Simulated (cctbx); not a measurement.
# Reading a Patterson map

Space group Im-3m (no. 229), a = 8.1590 Å, b = 8.1590 Å, c = 8.1590 Å, α = 90.00°, β = 90.00°, γ = 90.00°, content Ni2 Ti24 Sc8.

Simulated single-crystal data (cctbx): Mo Kα, λ = 0.71073 Å, to d = 0.75 Å, 80 % of the full sphere, strongest reflection 70000 counts, noise from counting, a 3 % proportional error and a noise floor of 8 counts (s.d.); no absorption, some extinction.

Patterson synthesis from sharpened amplitudes, origin scaled to 1000:

```text
Patterson group I m -3 m
      u       v       w   height  length (A)
  0.000   0.000   0.000   1000.0     0.00
  0.000   0.245   0.245    459.1     2.83
  0.000   0.000   0.500    418.4     4.08
  0.000   0.000   0.297    152.8     2.42
  0.000   0.250   0.500    100.8     4.56
  0.000   0.000   0.404     85.2     3.30
  0.250   0.250   0.250     79.6     3.53
  0.000   0.093   0.093     64.3     1.08
  0.000   0.428   0.428     32.6     4.94
  0.000   0.192   0.361     30.7     3.34
  0.000   0.090   0.398     25.3     3.33
  0.064   0.144   0.265     20.1     2.51
  0.075   0.236   0.357     13.0     3.54
  0.000   0.159   0.159      9.2     1.83
```

**Question.** Which atom pairs make the peaks, and where is the heaviest atom?

A peak at u stands for all pairs with xi − xj = u, with weight Σ ZiZj against Σ Z² = 16712 at the origin. Peak heights follow these weights only roughly, since form factors, motion and series ripples differ, all vectors within 0.55 Å of a peak are counted as merged into it though the farther ones add only part of their weight, and F(000) is left out, which lowers the whole map:

| u | v | w | shortest length (Å) | height | 1000 ΣZiZj/ΣZ² | pairs in the cell |
| --- | --- | --- | --- | --- | --- | --- |
| 0.000 | 0.245 | 0.245 | 2.83 | 459 | 790 | 16 × Ti–Sc, 12 × Ti–Ti |
| 0.000 | 0.000 | 0.500 | 4.08 | 418 | 790 | 20 × Ti–Ti, 8 × Sc–Sc |
| 0.000 | 0.000 | 0.297 | 2.42 | 153 | 147 | 4 × Ni–Ti |
| 0.000 | 0.250 | 0.500 | 4.56 | 101 | 147 | 4 × Ni–Ti |
| 0.000 | 0.000 | 0.404 | 3.30 | 85 | 58 | 2 × Ti–Ti |
| 0.250 | 0.250 | 0.250 | 3.53 | 80 | 141 | 4 × Ni–Sc |
| 0.000 | 0.093 | 0.093 | 1.07 | 64 | 0 | none within 0.55 Å |

The table stops at ten peaks or at a height of 45, below which ripples compete. In the model behind the data Ni, the heaviest element, has 1 independent site: (0, 0, 0), up to an allowed shift of origin. No listed peak is a Ni–Ni vector, so the position follows from the cell content and the cross vectors. The whole model:

```csv
atom,mult.,x,y,z,Ueq (Å²)
Ni1,2,0,0,0,0.0092
Ti1,12,1/2,0,1/4,0.0106
Ti2,12,0,0,0.7053,0.0090
Sc1,8,3/4,1/4,1/4,0.0123
```

The model was made for the exercise: a known structure type with other elements put in, its volume estimated, not relaxed; displacement parameters are assumed.

[Logs are printed without paths, hosts, clocks, repeated set-up lines and the standing remarks that a program may print on its own settings, such as how far it seeks lower states.]
